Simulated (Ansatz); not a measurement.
# Sensitivity of the G0W0 gap of H2CClF (P2_1)

A base run on H2CClF (P2_1), then changed inputs.

Method: G0W0 on PBE, plane waves, PAW, in Ansatz 0.2.0.

In doubt: masses and optical values from hybrid runs of this build are listed as unsure (step 3), which bears on the screening that GW takes from such a start.

### Step 1. Starting point

It takes space group P2_1 (No. 4, monoclinic). Conventional cell: a = 5.021 Å, b = 4.148 Å, c = 6.768 Å, α = 90.00°, β = 108.21°, γ = 90.00°. Nearest to H lie 1 C at 1.09 Å. Nearest to C lie 2 H at 1.09 Å and 1 F at 1.38 Å and 1 Cl at 1.79 Å. Nearest to Cl lie 1 C at 1.79 Å. F has 1 C at 1.38 Å nearest. Farther neighbours and most contacts between anions are not listed.

Geometry: measured cell, ions relaxed with PBE. The runs that relaxed it are not among those shown. The default PAW set here is soft_2. Its files were made with PBE.

### Step 2. The base run: 4×4×2 mesh, 285 empty bands, screening to 96 eV

G0W0 replaces the xc potential by the self-energy, built once from these orbitals. Only a window of levels is corrected, while the sums run over the empty bands that the input names.

Contents of input.yaml:

```yaml
crystal:
  lattice:
    - [5.0206, 0.0, 0.0]
    - [0.0, 4.1477, 0.0]
    - [-2.1143188253, 0.0, 6.4288463713]
  atoms:
    - { symbol: H, position: [0.2853907074, 0.3914333251, 0.1553547444] }
    - { symbol: H, position: [0.7146092926, 0.8914333251, 0.8446452556] }
    - { symbol: H, position: [0.5708661695, 0.1079278767, 0.2708692269] }
    - { symbol: H, position: [0.4291338305, 0.6079278767, 0.7291307731] }
    - { symbol: C, position: [0.3461441783, 0.1407585261, 0.1942650717] }
    - { symbol: C, position: [0.6538558217, 0.6407585261, 0.8057349283] }
    - { symbol: Cl, position: [0.1665216804, 0.0025228448, 0.3683413112] }
    - { symbol: Cl, position: [0.8334783196, 0.5025228448, 0.6316586888] }
    - { symbol: F, position: [0.2645503672, 0.9578574273, 0.0149998989] }
    - { symbol: F, position: [0.7354496328, 0.4578574273, 0.9850001011] }
kpoints:
  mp_grid: { grid: [4, 4, 2] }
hamiltonian:
  xc: pbe
scf:
  occupations: { method: fixed }
gw:
  n_empty_bands: 285
  ecut_chi: 96
  qp_bands: [v3, c3]
  qp_kpoints: band_edges
  screening: { model: contour_deformation }
```

Run with:

```sh
$ ansatz run input.yaml --threads 3 --pin off --max-ram 92160MiB --backend cuda --events-out ev --progress --plain --runs-dir out --devices 1 --max-vram 13GiB  # rebuilt from the run's record
```

Numbers of over 12 decimals in the logs are rounded to 6 here.

The log of the run:

```text
GPUs: using 1 of 1 available (devices: 1).
Engine: ansatz 0.2.0, x86_64-unknown-linux-gnu
Pseudopotentials: kind: paw
Pseudopotential: H, paw, valence charge 1, recommended cutoff 420 eV (normal), H.paw.azcp
Pseudopotential: C, paw, valence charge 4, recommended cutoff 420 eV (normal), C.paw.azcp
Pseudopotential: Cl, paw, valence charge 7, recommended cutoff 420 eV (normal), Cl.paw.azcp
Pseudopotential: F, paw, valence charge 7, recommended cutoff 420 eV (normal), F.paw.azcp
Functional definition: PBE
  parameter kappa = 0.804
  parameter beta = 0.066725
  exchange = pbe_x(kappa = kappa, mu = beta*pi^2/3)
  correlation = pbe_c(beta = beta)
device memory: the entry about to start is reckoned to put 1.1 GiB on a device that reports 41.8 GiB free (of which the cap on the GPU budget leaves the run 13.0 GiB)
GPU FFT provider: cuFFT
GPU libraries: cuBLAS 13.8.2, cuFFT 12.4.0, cuSOLVER 12.3.4
Crystal: 10 atoms, lattice volume = 133.874 Å³
Basis set: ecut = 420 eV, 2603 PW (Γ)
Bands: 30, of which v1, the nominal top of the filled ones, is band 20 counted from 1 (19 counted from 0)
Symmetry: 2 space group operations
Space group: P21 (ITA 4), of the structure as read, at distance tolerance 5.1e-5 Å
k-points: 18 of 32 (time reversal used)
Non-local potential: H, projectors of the file, l = 0: 2, l = 1: 1
Non-local potential: C, projectors of the file, l = 0: 2, l = 1: 2, l = 2: 1
Non-local potential: Cl, projectors of the file, l = 0: 2, l = 1: 2, l = 2: 2
Non-local potential: F, projectors of the file, l = 0: 2, l = 1: 2, l = 2: 1
PAW form: soft (Blöchl's): semilocal exchange-correlation on the pseudo side does not see the compensation charge
PAW one-centre angular grid: H, 110 points (default); XC on 64 Gauss nodes
PAW one-centre angular grid: C, 110 points (default); XC on 64 Gauss nodes
PAW one-centre angular grid: Cl, 110 points (default); XC on 64 Gauss nodes
PAW one-centre angular grid: F, 110 points (default); XC on 64 Gauss nodes
Initial density: superposition of atomic densities (neutral atoms: chi_scale 0, normalization atom), corrected by the library's trained network
Initial wavefunctions: pseudopotential atomic-orbital guess
GPU buffer pool allocated for 51840 grid points (all kernels)
GPU transforms: local potential and band sums: pruned to the plane-wave sphere, on 36×27×45
Functional: x = pbe(κ = 0.804, μ = 0.219515), c = pbe(β = 0.066725)
SCF iter   1: F=—  HF=-4341.606285 eV  |F-HF|=—  |Δ(HF+E_count)|=         —  Δρ=1.53e-3  dr2=8.72e-4  ethr=1.77e-3  ⟨swp⟩=5.1  Hψ=2181  notcnv=0  defer=144
preconditioner: auto → Resta (q_TF=auto, 2.231 Å⁻¹)  ε∞=2.9  [insulator: Δε(μ)=5.995 eV  Ē_g=14.002 eV  n_scr=26 (ndim 8)  ℏωp=19.3 eV  f_vac=0.108  ε∞_Penn≈2.9]
[...]
NSCF: frozen V_eff on 1 k-points
SCF converged after 7 iterations
Free energy (F): -4341.608571 eV
Harris-Foulkes:  -4341.608571 eV  (|F-HF|=2.36e-11)
Internal energy: -4341.608571 eV  (E = F + TS)
E sigma→0 (E₀):  -4341.608571 eV
Fermi energy:    -0.638675 eV
--- Per-component energies (eV) ---
  E_band       = -302.456630
  E_kinetic    = 966.190213
  E_local      = -2749.921670  (includes V_loc(G=0)·N_el)
  E_nonlocal   = 264.470546
  E_hartree    = 983.658204
  E_xc         = -502.593272
  E_vxc        = -609.485319  (∫ρ·V_xc dr)
  E_paw        = -1919.564816  (= ΣΔE_a)
  E_vpaw       = -141.024539  (= ΣTr[D̂ρ^β])
  E_aug_tail   = -0.001295  (compensation charges beyond the density's cutoff)
  E_ewald      = -1383.846480
  E_smearing   = -0.000000  (= −TS)
  E_closure    = 0.000000  (closes the sum)
  Σ components = -4341.608571   (vs F -4341.608571, Δ=0.00e0)
--- Band table (eV; the first three rows and the last of 18) ---
  k-point 0: bands = [... 16 lower, -1.4015, -1.3764, -1.3552, -0.8884, 5.7133, 5.9528, 6.4523, 7.5892, ... 6 higher]
  k-point 1: bands = [... 16 lower, -1.5417, -1.2640, -1.2484, -0.9205, 5.7843, 5.8114, 6.7083, 7.0240, ... 6 higher]
  k-point 2: bands = [... 16 lower, -1.4757, -1.4155, -1.2257, -0.8710, 5.6744, 5.9702, 6.7764, 7.6708, ... 6 higher]
  k-point 17: bands = [... 16 lower, -1.4113, -1.4113, -0.6445, -0.6445, 5.8940, 5.8940, 7.1943, 7.1943, ... 6 higher]
--- G₀W₀: contour deformation, 5 samples at zero and on the imaginary axis and 1 off it, 32 q-points, 285 empty bands' worth ---
  eigenvalues of the whole cell's RPA ε∞ on this k-mesh (on a slab, of 1 + 4πα/V) = 2.0036, 2.0286, 2.3594; static W/v taken at q = 0 is 0.465535
  bands read: the sum over 305 bands ends inside a degenerate multiplet in 6 slots, whose members it reads at an even weight; the widest, k=4: bands 305 to 306 (counted from 1) at 1/2 each
  gw.qp_kpoints: band_edges: 18 of 18 stored k-points solved, in 1 pass; an edge of the gap read off the rows below is read off those points alone
    ik  band        ε_KS         Σx   Σc(E_QP)       V_xc       Z   E_QP_lin       E_QP  E_QP is
     0    18     -1.3764   -21.8646     2.8629   -16.9663  0.8113    -3.4559    -3.4118  root
     0    19     -1.3552   -20.7926     2.7186   -15.9770  0.8127    -3.5011    -3.4522  root
     0    20     -0.8884   -21.1856     2.6099   -16.5487  0.8163    -2.9566    -2.9155  root
     0    21      5.7133    -8.7356    -3.6576   -14.4205  0.8375     7.7732     7.7406  root
     0    22      5.9528    -8.8659    -3.7508   -14.6904  0.8346     8.0626     8.0264  root
     0    23      6.4523    -5.9743    -3.3619   -10.6806  0.8603     7.8092     7.7967  root
     1    18     -1.2640   -21.5109     2.7744   -16.6649  0.8148    -3.3803    -3.3355  root
     1    19     -1.2484   -20.8088     2.6971   -16.0149  0.8137    -3.3931    -3.3451  root
[...]
17    20     -0.6445   -21.8703     2.7193   -17.1246  0.8192    -2.7098    -2.6709  root
    17    21      5.8940    -9.3250    -3.7826   -15.2451  0.8331     8.0697     8.0315  root
    17    22      5.8940    -9.3250    -3.7826   -15.2451  0.8331     8.0697     8.0315  root
    17    23      7.1943    -7.0034    -3.6280   -12.3974  0.8506     8.9852     8.9603  root
```

Elapsed: 27 s, on 1 × NVIDIA H100 80GB HBM3 (shared by 6 runs) with 3 threads of AMD EPYC 7R13 (Zen 3), shared host; peak memory 1.5 GiB.

Numbers from this step:

- bands summed: 305
- RPA ε∞ on this mesh (eigenvalues): 2.004, 2.029, 2.359
- plane waves in the screening matrix: 299
- q-points in the mesh: 32
- G0W0 gap on the mesh: 9.981 eV
- k of the valence top: -0.5, -0.5, 0
- k of the conduction bottom: -0.5, 0, 0
- starting gap on the mesh: 5.996 eV
- Z at the valence top: 0.8190
- Z at the conduction bottom: 0.8386
- least direct G0W0 gap on the computed points: 10.02 eV

The gap on the mesh goes from 6.00 eV to 9.98 eV, a correction of +3.99 eV. Between the two edge states, bare exchange in place of the xc potential would open the gap by 10.41 eV, and correlation takes back 6.42 eV.

### Step 3. Variant: starting point

This step: G0W0 on r2SCANh, plane waves, PAW.

input.yaml, as its differences from that of step 2:

```diff
@@ -17,5 +17,5 @@
 kpoints:
-  mp_grid: { grid: [4, 4, 2] }
+  mp_grid: { grid: [2, 4, 2] }
 hamiltonian:
-  xc: pbe
+  xc: r2scanh
 scf:
@@ -23,4 +23,4 @@
 gw:
-  n_empty_bands: 285
-  ecut_chi: 96
+  n_empty_bands: 303
+  ecut_chi: 100
   qp_bands: [v3, c3]
```

The log of the run:

```text
GPUs: using 1 of 1 available (devices: 1).
[...]
davidson cushion auto → on  (no smearing: the cushion is to keep the highest requested band from converging to the state above it; pin scf.eigensolver.cushion to override)
[...]
GPU FFT provider: cuFFT
GPU libraries: cuBLAS 13.8.2, cuFFT 12.4.0, cuSOLVER 12.3.4
Crystal: 10 atoms, lattice volume = 133.874 Å³
Basis set: ecut = 500 eV, 3397 PW (Γ), exchange–correlation on 160×128×200 points (64 copies of the dense FFT grid, shifted against one another)
Bands: 30, of which v1, the nominal top of the filled ones, is band 20 counted from 1 (19 counted from 0)
[... 1 set-up line as in the run before ...]
[...]
k-points: 12 of 16 (time reversal used)
[...]
GPU buffer pool allocated for 64000 grid points (all kernels)
[...]
SCF iter   1: F=—  HF=-4354.636988 eV  |F-HF|=—  |Δ(HF+E_count)|=         —  Δρ=7.49e-3  dr2=5.91e-2  dr2_τ=4.43e-1  ethr=1.77e-3  ⟨swp⟩=9.2  Hψ=1961  notcnv=0
[...]
SCF iter   3: F=-4354.539674 eV  HF=-4354.539925 eV  |F-HF|=2.51e-4  |Δ(HF+E_count)|=   1.35e-3  Δρ=1.58e-3  dr2=1.29e-3  dr2_τ=1.27e-4  ethr=1.61e-5  ⟨swp⟩=3.1  Hψ=945  notcnv=0
SCF 1 stopped early in 3 iterations: F = -4354.539674 eV  dr2 = 1.29e-3
[...]
GPU FFT provider: cuFFT
GPU libraries: cuBLAS 13.8.2, cuFFT 12.4.0, cuSOLVER 12.3.4
[...]
GPU buffer pool allocated for 64000 grid points (all kernels)
[...]
Frozen-core exchange: fock
[...]
Internal energy: -4353.933697 eV  (E = F + TS)
E sigma→0 (E₀):  -4353.933697 eV
Fermi energy:    -1.589099 eV
[...]
--- Band table (eV; the first three rows and the last of 12) ---
  k-point 0: bands = [... 16 lower, -2.3754, -2.3635, -2.3206, -1.8281, 6.2462, 6.4808, 6.9809, 8.2068, ... 3 higher]
  k-point 1: bands = [... 16 lower, -2.5333, -2.2357, -2.2095, -1.8598, 6.3206, 6.3956, 7.1774, 7.6274, ... 3 higher]
  k-point 2: bands = [... 16 lower, -2.4528, -2.4052, -2.1923, -1.8191, 6.2058, 6.5281, 7.3445, 8.3419, ... 3 higher]
  k-point 11: bands = [... 16 lower, -2.3951, -2.3951, -1.5912, -1.5912, 6.4778, 6.4778, 7.7452, 7.7452, ... 3 higher]
  guard bands above this table: 3 of the run's 30 bands. The solve was not asked for them (output.publish_guard_bands: true or output.eigenvalues: true publishes all)
[...]
0    18     -2.3635   -21.8189     2.4515   -17.8954  0.8374    -3.8510    -3.8356  root
     0    19     -2.3206   -20.6541     2.3083   -16.7664  0.8396    -3.9181    -3.8999  root
     0    20     -1.8281   -21.1861     2.2449   -17.4317  0.8417    -3.3530    -3.3376  root
     0    21      6.2462    -8.0517    -3.3235   -13.0086  0.8633     7.8940     7.8796  root
     0    22      6.4808    -8.4064    -3.3982   -13.5176  0.8599     8.2103     8.1937  root
     0    23      6.9809    -5.8935    -3.1417   -10.0820  0.8781     8.0332     8.0277  root
     1    18     -2.2357   -21.4289     2.3698   -17.5269  0.8407    -3.7842    -3.7679  root
     1    19     -2.2095   -20.8234     2.3086   -16.9413  0.8400    -3.8009    -3.7831  root
[...]
11    20     -1.5912   -21.7490     2.3384   -17.8885  0.8437    -3.1284    -3.1133  root
    11    21      6.4778    -8.9683    -3.4734   -14.2102  0.8572     8.2642     8.2463  root
    11    22      6.4778    -8.9683    -3.4734   -14.2102  0.8572     8.2642     8.2463  root
    11    23      7.7452    -6.2881    -3.2671   -10.9096  0.8744     9.1096     9.0996  root
[key lines of the parts left out:]
Free energy (F): -4353.933697 eV
```

The job ended after 36 s (1 × NVIDIA H100 80GB HBM3 (shared by 6 runs) with 3 threads; peak memory 1.9 GiB; 46 s of CPU time).

The G0W0 gap on the mesh is 10.625 eV.

Against the base:

```
              setting   base  variant
                start    PBE  r2SCANh
                 mesh  4×4×2    2×4×2
          empty bands    285      303
screening cutoff (eV)     96      100
```

```
                                    quantity  variant    base
                    starting gap on the mesh    7.501   5.996
                        G0W0 gap on the mesh   10.625   9.981
least direct G0W0 gap on the computed points   10.665  10.024
                        Z at the valence top    0.844   0.819
                  Z at the conduction bottom    0.861   0.839
```

### Step 4. Results

- base: 9.98 eV, 27 s
- starting point: 10.63 eV, 36 s

In words: Starting point: the gap moves by +0.64 eV (the plane-wave cutoff goes from 420 to 500 eV). The variant differs from the base in start, mesh, empty bands and screening cutoff together, so the change can't be laid to one of them. All runs here use a coarse mesh and modest cutoffs; they test settings and are not final values. The 4×4×2 mesh is coarse for this cell (its supercell is 14 Å along the shortest edge). The RPA ε∞ on it, from the PBE start, is 2.00, 2.03 and 2.36; such meshes misread the long-range screening, most where the gap is narrow.

[Paths, hosts, dates, memory and timing lines, banners, echoed tables and standing remarks are left out of the program output.]

[Logs are printed without paths, hosts, clocks, repeated set-up lines and the standing remarks that a program may print on its own settings, such as how far it seeks lower states.]

[Runs of the session that timed out or met a known fault of the program may be left out.]

[Cells called generated may have been cut or substituted from an entry of the Crystallography Open Database or the Materials Project.]

[Hosts, paths, dates, database ids (printed as entryN), source tags and the programs' standing remarks are cut or masked in the printed files.]
